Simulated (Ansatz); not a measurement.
# Electron scattering at the Σ5 (210) boundary in fcc Cu, starting shift (0.33, 0), part 3 of 3

Aim: the relaxed structure and the specific resistance of the Σ5 (210) boundary in fcc Cu, starting shift (0.33, 0).

Ansatz 0.2.0; Ansatz plane-wave DFT, PBE, PAW files; relaxation of a bicrystal slab with its lowest layers held; PAW set soft_1 (the session's first sound run).

So far. Step 3 (Transmission across the boundary): Over the solved energies the transmission per spin lies between 1.82 and 1.85, out of 2.14 channels of the lead on average (up to 2.15). Step 4 (Specific resistance): Averaged over the energies near the Fermi level, 85.8 % of the channels pass, which makes 0.146 fΩ m².

## (5) Single-crystal slab for reference

The free faces cost energy too. A single-crystal slab with the same faces and held layers is relaxed, so that they cancel.

This step: Ansatz plane-wave DFT, PBE, PAW files; relaxation of a single-crystal slab with its lowest layers held; PAW set soft_1 (Ansatz 0.2.0).

System of this step: Cu slab, plane (2, 1, 0). The cell holds 24 atoms: 24 Cu. Its edges and angles: a = 4.427 Å, b = 3.615 Å, c = 29.592 Å, α = 90.0°, β = 90.0°, γ = 65.9°. It derives from Cu. Vacuum lies along c.

Input file input.yaml:

```yaml
crystal:
  lattice:
    - [4.4274037203, 0.0, 0.0]
    - [1.4758012401, 3.2999918941, 0.0]
    - [0.0, 0.0, 29.5915814808]
  atoms:
    - { symbol: Cu, position: [0.2000000003, 0.8999999998, 0.1689669747] }
    - { symbol: Cu, position: [0.8000000003, 0.5999999998, 0.1962831771] }
    - { symbol: Cu, position: [0.4000000003, 0.2999999998, 0.2235993796] }
    - { symbol: Cu, position: [3.0e-10, 0.9999999998, 0.250915582] }
    - { symbol: Cu, position: [0.6000000003, 0.6999999998, 0.2782317844] }
    - { symbol: Cu, position: [0.2000000003, 0.3999999998, 0.3055479868] }
    - { symbol: Cu, position: [0.8000000002, 0.0999999998, 0.3328641892] }
    - { symbol: Cu, position: [0.4000000002, 0.7999999999, 0.3601803916] }
    - { symbol: Cu, position: [2.0e-10, 0.4999999999, 0.3874965941] }
    - { symbol: Cu, position: [0.6000000002, 0.1999999999, 0.4148127965] }
    - { symbol: Cu, position: [0.2000000002, 0.8999999999, 0.4421289989] }
    - { symbol: Cu, position: [0.8000000002, 0.5999999999, 0.4694452013] }
    - { symbol: Cu, position: [0.4000000002, 0.2999999999, 0.4967614037] }
    - { symbol: Cu, position: [1.0e-10, 0.9999999999, 0.5240776062] }
    - { symbol: Cu, position: [0.6000000001, 0.6999999999, 0.5513938086] }
    - { symbol: Cu, position: [0.2000000001, 0.3999999999, 0.578710011] }
    - { symbol: Cu, position: [0.8000000001, 0.0999999999, 0.6060262134] }
    - { symbol: Cu, position: [0.4000000001, 0.7999999999, 0.6333424158] }
    - { symbol: Cu, position: [1.0e-10, 0.5, 0.6606586182] }
    - { symbol: Cu, position: [0.6000000001, 0.2, 0.6879748207] }
    - { symbol: Cu, position: [0.2, 0.9, 0.7152910231] }
    - { symbol: Cu, position: [0.8, 0.6, 0.7426072255] }
    - { symbol: Cu, position: [0.4, 0.3, 0.7699234279] }
    - { symbol: Cu, position: [0.0, 0.0, 0.7972396303] }
kpoints:
  mp_grid: { grid: [7, 7, 1] }
hamiltonian:
  xc: pbe
  pseudopotentials: { kind: paw, azcp: { folder: soft_1 } }
scf:
  occupations: { method: fermi_dirac, width: 0.1 }
relax:
  f_tol: 0.03
  max_steps: 80
  constraints: [{ sites: [0, 1, 2, 3] }]
```

Launch:

```
$ ansatz run input.yaml --threads 4 --pin off --max-ram 15360MiB --backend cpu --events-out ev --progress --plain --runs-dir out
```

Numbers of over 12 decimals in the logs are rounded to 6 here.

What it wrote:

```text
Warning: crystal.symmetry: narrowed to the stabiliser of the relax constraints — unitary ops 4 → 2; lowered at sites 0, 1, 2, 3, 20, 21, 22, 23 (the operations that carried what is held of a site onto what its image site leaves free; the constrained walk keeps no symmetry that its constraints do not admit)
[...]
Crystal: 24 atoms, lattice volume = 432.345 Å³
Basis set: ecut = 420 eV, 8449 PW (Γ), exchange–correlation on 60×50×400 points (8 copies of the dense FFT grid, shifted against one another)
Bands: 274, of which v1, the nominal top of the filled ones, is band 228 counted from 1 (227 counted from 0)
Symmetry: 2 space group operations
k-points: 16 of 49 (time reversal used)
[...]
SCF iter   1: F=—  HF=-159022.166878 eV  |F-HF|=—  |Δ(HF+E_count)|=         —  Δρ=2.10e-1  dr2=1.15e2  ethr=3.10e-3  ⟨swp⟩=5.8  Hψ=16101  notcnv=0  defer=116
[...]
SCF iter  10: F=-159001.452466 eV  HF=-159001.452456 eV  |F-HF|=1.01e-5  |Δ(HF+E_count)|=   2.09e-5  Δρ=6.99e-5  dr2=1.25e-5  ethr=4.93e-9  ⟨swp⟩=3.0  Hψ=15939  notcnv=0
SCF 1 converged in 10 iterations: F = -159001.452466 eV  dr2 = 1.25e-5
[...]
relax step   1: F+E_penalty+E_count = -159001.45246607 eV  Δ(F+E_penalty+E_count) = +0.000e0 eV  max|allowed force component| = 5.361e-1 eV/Å  Δτ_max = 0.0000 Å  (10 SCF iters, dr2 threshold 2.25e-5 eV, accepted)
[...]
SCF iter   7: F=-159001.482598 eV  HF=-159001.482606 eV  |F-HF|=8.63e-6  |Δ(HF+E_count)|=   1.22e-6  Δρ=4.13e-5  dr2=8.13e-6  ethr=3.94e-9  ⟨swp⟩=4.0  Hψ=13724  notcnv=0
SCF 2 converged in 7 iterations: F = -159001.482598 eV  dr2 = 8.13e-6
relax step   2: F+E_penalty+E_count = -159001.48259753 eV  Δ(F+E_penalty+E_count) = -3.013e-2 eV  max|allowed force component| = 3.381e-1 eV/Å  Δτ_max = 0.0506 Å  (7 SCF iters, dr2 threshold 1.80e-5 eV, accepted)
SCF iter   1: F=—  HF=-159001.550566 eV  |F-HF|=—  |Δ(HF+E_count)|=         —  Δρ=6.95e-3  dr2=1.29e-1  ethr=2.34e-4  ⟨swp⟩=4.9  Hψ=11452  notcnv=0  defer=481
[...]
SCF iter   7: F=-159001.503022 eV  HF=-159001.503025 eV  |F-HF|=3.31e-6  |Δ(HF+E_count)|=   1.42e-5  Δρ=4.59e-5  dr2=6.64e-6  ethr=1.57e-9  ⟨swp⟩=3.1  Hψ=17346  notcnv=0
SCF 3 converged in 7 iterations: F = -159001.503022 eV  dr2 = 6.64e-6
relax step   3: F+E_penalty+E_count = -159001.50302213 eV  Δ(F+E_penalty+E_count) = -2.042e-2 eV  max|allowed force component| = 5.710e-2 eV/Å  Δτ_max = 0.0997 Å  (7 SCF iters, dr2 threshold 7.14e-6 eV, accepted)
SCF iter   1: F=—  HF=-159001.512655 eV  |F-HF|=—  |Δ(HF+E_count)|=         —  Δρ=2.74e-3  dr2=1.73e-2  ethr=4.38e-5  ⟨swp⟩=4.0  Hψ=8001  notcnv=0  defer=497
[...]
SCF iter   8: F=-159001.504395 eV  HF=-159001.504395 eV  |F-HF|=6.03e-8  |Δ(HF+E_count)|=   6.26e-8  Δρ=2.82e-6  dr2=5.02e-8  ethr=2.19e-11  ⟨swp⟩=4.0  Hψ=13797  notcnv=0
SCF 4 converged in 8 iterations: F = -159001.504395 eV  dr2 = 5.02e-8
relax step   4: F+E_penalty+E_count = -159001.50439484 eV  Δ(F+E_penalty+E_count) = -1.373e-3 eV  max|allowed force component| = 1.399e-2 eV/Å  Δτ_max = 0.0222 Å  (8 SCF iters, accepted)
SCF converged after 8 iterations
Free energy (F): -159001.504395 eV
[...]
Internal energy: -159001.257531 eV  (E = F + TS)
E sigma→0 (E₀):  -159001.380963 eV
Entropy (-TS):   -0.246864 eV (-10.286 meV/atom)
Fermi energy:    9.257653 eV
[...]
--- Forces (eV/Å), atoms counted from 1 ---
  atom   1  Cu    -0.02861783     0.01279828     0.53990033
  atom   2  Cu     0.01510283    -0.00675419    -0.07503300
  atom   3  Cu     0.01010978    -0.00452123    -0.36775658
  atom   4  Cu    -0.00755865     0.00338033    -0.10905802
  atom   5  Cu    -0.00048047     0.00021487     0.00349700
  atom   6  Cu    -0.00119165     0.00053292     0.00154245
  atom   7  Cu    -0.00118365     0.00052934     0.00060512
  atom   8  Cu     0.00027545    -0.00012319    -0.00218972
  atom   9  Cu     0.00035674    -0.00015954    -0.00102571
  atom  10  Cu     0.00052476    -0.00023468     0.00223706
  atom  11  Cu     0.00155779    -0.00069667     0.00150155
  atom  12  Cu     0.00162719    -0.00072770     0.00039535
  atom  13  Cu    -0.00044082     0.00019714    -0.00096844
  atom  14  Cu     0.00107667    -0.00048150    -0.00186456
  atom  15  Cu     0.00153415    -0.00068609    -0.00368063
  atom  16  Cu     0.00054957    -0.00024577    -0.00045460
  atom  17  Cu     0.00251377    -0.00112419     0.00097631
  atom  18  Cu     0.00434258    -0.00194206    -0.00069100
  atom  19  Cu     0.00311248    -0.00139194    -0.01138373
  atom  20  Cu    -0.00692058     0.00309498     0.00277411
  atom  21  Cu     0.00461244    -0.00206275    -0.00069446
  atom  22  Cu    -0.00067303     0.00030099    -0.00123872
  atom  23  Cu     0.00749847    -0.00335342     0.01398601
  atom  24  Cu    -0.00774550     0.00346389     0.00856457
  max |Σ_I F_I| component: 5.93e-5 eV/Å
--- Relaxed structure (4 steps of the walk, 4 accepted, 0 SCFs on fresh bases) ---
  F+E_penalty+E_count = -159001.50439484 eV   max|allowed force component| = 1.399e-2 eV/Å
  atoms:
    - { symbol: Cu, position: [0.200000, 0.900000, 0.168966974725] }
    - { symbol: Cu, position: [0.800000, 0.600000, 0.196283] }
    - { symbol: Cu, position: [0.400000, 0.300000, 0.223599379575] }
    - { symbol: Cu, position: [3.124999148340635e-10, 1.000000, 0.250915581975] }
    - { symbol: Cu, position: [0.601133, 0.699433, 0.278865] }
    - { symbol: Cu, position: [0.202745, 0.398628, 0.306230] }
    - { symbol: Cu, position: [0.803857, 0.098071, 0.333560] }
    - { symbol: Cu, position: [0.403276, 0.798362, 0.361319] }
    - { symbol: Cu, position: [0.00317944, 0.498410, 0.388777] }
    - { symbol: Cu, position: [0.602830, 0.198585, 0.416177] }
    - { symbol: Cu, position: [0.202510, 0.898745, 0.443980] }
    - { symbol: Cu, position: [0.802550, 0.598725, 0.471426] }
    - { symbol: Cu, position: [0.403743, 0.298128, 0.498804] }
    - { symbol: Cu, position: [0.00391505, 0.998042, 0.526238] }
    - { symbol: Cu, position: [0.603842, 0.698079, 0.554048] }
    - { symbol: Cu, position: [0.203725, 0.398137, 0.581441] }
    - { symbol: Cu, position: [0.804234, 0.097883, 0.608923] }
    - { symbol: Cu, position: [0.403949, 0.798025, 0.636584] }
    - { symbol: Cu, position: [0.00493857, 0.497531, 0.664195] }
    - { symbol: Cu, position: [0.609082, 0.195459, 0.691330] }
    - { symbol: Cu, position: [0.210515, 0.894742, 0.718665] }
    - { symbol: Cu, position: [0.803299, 0.598351, 0.747991] }
    - { symbol: Cu, position: [0.407973, 0.296014, 0.773779] }
    - { symbol: Cu, position: [0.012991, -0.00649564, 0.797096] }
```

Run time: 2.6 min. Hardware: 4 threads of Intel Xeon Platinum 8375C at 2.90GHz (Ice Lake), shared host; peak memory 3.2 GiB.

Relaxation path:

| step | energy less that of the first step (eV) | largest force component (eV/Å) |
| --- | --- | --- |
| 1 | 0.0000 | 0.5361 |
| 2 | -0.0301 | 0.3381 |
| 3 | -0.0506 | 0.0571 |
| 4 | -0.0519 | 0.0140 |

The atoms that moved most (Å):

| atom | dx | dy | dz | length |
| --- | --- | --- | --- | --- |
| Cu22 | 0.012 | -0.005 | 0.159 | 0.160 |
| Cu23 | 0.029 | -0.013 | 0.114 | 0.119 |
| Cu21 | 0.039 | -0.017 | 0.100 | 0.109 |
| Cu19 | 0.018 | -0.008 | 0.105 | 0.107 |
| Cu20 | 0.034 | -0.015 | 0.099 | 0.106 |
| Cu18 | 0.015 | -0.007 | 0.096 | 0.097 |
| Cu17 | 0.016 | -0.007 | 0.086 | 0.087 |
| Cu16 | 0.014 | -0.006 | 0.081 | 0.082 |

Final coordinates:

```cif
data_structure
_symmetry_space_group_name_H-M 'P 1'
_symmetry_Int_Tables_number 1
_cell_length_a 4.4274
_cell_length_b 3.6150
_cell_length_c 29.5916
_cell_angle_alpha 90.000
_cell_angle_beta 90.000
_cell_angle_gamma 65.905
_cell_volume 432.34
loop_
_atom_site_label
_atom_site_type_symbol
_atom_site_fract_x
_atom_site_fract_y
_atom_site_fract_z
_atom_site_occupancy
Cu1 Cu 0.20000 0.90000 0.16897 1
Cu2 Cu 0.80000 0.60000 0.19628 1
Cu3 Cu 0.40000 0.30000 0.22360 1
Cu4 Cu 0.00000 0.00000 0.25092 1
Cu5 Cu 0.60113 0.69943 0.27886 1
Cu6 Cu 0.20274 0.39863 0.30623 1
Cu7 Cu 0.80386 0.09807 0.33356 1
Cu8 Cu 0.40328 0.79836 0.36132 1
Cu9 Cu 0.00318 0.49841 0.38878 1
Cu10 Cu 0.60283 0.19859 0.41618 1
Cu11 Cu 0.20251 0.89874 0.44398 1
Cu12 Cu 0.80255 0.59872 0.47143 1
Cu13 Cu 0.40374 0.29813 0.49880 1
Cu14 Cu 0.00392 0.99804 0.52624 1
Cu15 Cu 0.60384 0.69808 0.55405 1
Cu16 Cu 0.20373 0.39814 0.58144 1
Cu17 Cu 0.80423 0.09788 0.60892 1
Cu18 Cu 0.40395 0.79803 0.63658 1
Cu19 Cu 0.00494 0.49753 0.66420 1
Cu20 Cu 0.60908 0.19546 0.69133 1
Cu21 Cu 0.21052 0.89474 0.71866 1
Cu22 Cu 0.80330 0.59835 0.74799 1
Cu23 Cu 0.40797 0.29601 0.77378 1
Cu24 Cu 0.01299 0.99350 0.79710 1
```

This step gave:

```yaml
free_energy: -159001.5044 eV
energy_at_zero_smearing: -159001.3810 eV
fermi_energy: 9.258 eV
```

The largest force component on a free atom ends at 0.014 eV/Å, under the tolerance of 0.03, after 4 steps.

## (6) Bulk reference

The perfect crystal gives the energy per atom, for the atoms by which bicrystal and slab differ.

This step: Ansatz plane-wave DFT, PBE, PAW files; bulk reference; PAW set soft_1 (Ansatz 0.2.0).

System of this step: Cu. Symmetry: Fm-3m, No. 225, cubic system. The conventional cell has a = 3.615 Å, b = 3.615 Å, c = 3.615 Å, α = 90.00°, β = 90.00°, γ = 90.00°. Cu has 12 Cu at 2.56 Å nearest.

input.yaml, the sections that differ from step 5:

```yaml
crystal:
  lattice:
    - [0.0, 1.80748, 1.80748]
    - [1.80748, 0.0, 1.80748]
    - [1.80748, 1.80748, 0.0]
  atoms:
    - { symbol: Cu, position: [0.0, 0.0, 0.0] }
kpoints:
  mp_grid: { grid: [21, 21, 21] }
# hamiltonian, scf: as in step 5
# relax: removed
```

What it wrote:

```text
[...]
Crystal: 1 atoms, lattice volume = 11.810 Å³
Basis set: ecut = 420 eV, 259 PW (Γ)
Bands: 14, of which v1, the nominal top of the filled ones, is band 10 counted from 1 (9 counted from 0)
Symmetry: 48 space group operations
[...]
k-points: 286 of 9261
[...]
SCF iter   1: F=—  HF=-6626.103945 eV  |F-HF|=—  |Δ(HF+E_count)|=         —  Δρ=2.68e-1  dr2=5.09e0  ethr=3.10e-3  ⟨swp⟩=4.9  Hψ=19163  notcnv=0
[...]
SCF iter   7: F=-6625.187333 eV  HF=-6625.187333 eV  |F-HF|=7.82e-11  |Δ(HF+E_count)|=  8.28e-11  Δρ=1.66e-6  dr2=1.97e-10  ethr=5.26e-10  ⟨swp⟩=2.0  Hψ=7881  notcnv=0
SCF 1 converged in 7 iterations: F = -6625.187333 eV  dr2 = 1.97e-10
[...]
SCF converged after 7 iterations
Free energy (F): -6625.187333 eV
[...]
Internal energy: -6625.176373 eV  (E = F + TS)
E sigma→0 (E₀):  -6625.181853 eV
Entropy (-TS):   -0.010960 eV (-10.960 meV/atom)
Fermi energy:    16.384214 eV
[...]
```

It took 0.62 s on 4 threads; peak memory 0.37 GiB; 1.9 s of CPU time.

This step gave:

- free energy: -6625.1873 eV
- energy at zero smearing: -6625.1819 eV
- Fermi energy: 16.38 eV

## (7) Boundary energy

This step: Ansatz plane-wave DFT, PBE, PAW files; bicrystal less single-crystal slab less bulk atoms, a boundary area; PAW set soft_1 (Ansatz 0.2.0).

This step gave:

* excess energy of the cell: 0.8266 eV
* boundary energy: 0.9064 J/m²

The boundary costs 0.91 J/m².

By hand: 0.827 eV / 14.61 Å² × 16.02 = 0.906 J/m².

## (8) Outcome

| Property | Result |
| --- | --- |
| specific resistance of the boundary | 0.146 fΩ m² |
| share of channels that pass | 0.858 |
| boundary energy | 0.906 J/m² |

What this shows: The boundary has a specific resistance of 0.15 fΩ m² and an energy of 0.91 J/m². The boundary reflects 14 % of the channels; 0.15 fΩ m² is 1.5×10⁻¹² Ω·cm². That equals the resistance of 8.5 nm of bulk Cu at 300 K (measured 1.725 µΩ cm, CRC Handbook of Chemistry and Physics, 84th ed., 2003, Electrical Resistivity of Pure Metals). In the relaxation the upper grain slid sideways by about 1.2 Å, so the result belongs to the position that it found, not to the starting one. One starting structure was relaxed; another shift or atom count at the boundary may lie lower.

[Logs are printed without paths, hosts, clocks, repeated set-up lines and the standing remarks that a program may print on its own settings, such as how far it seeks lower states.]

[Hosts, paths, dates, database ids (printed as entryN), source tags and the programs' standing remarks are cut or masked in the printed files.]
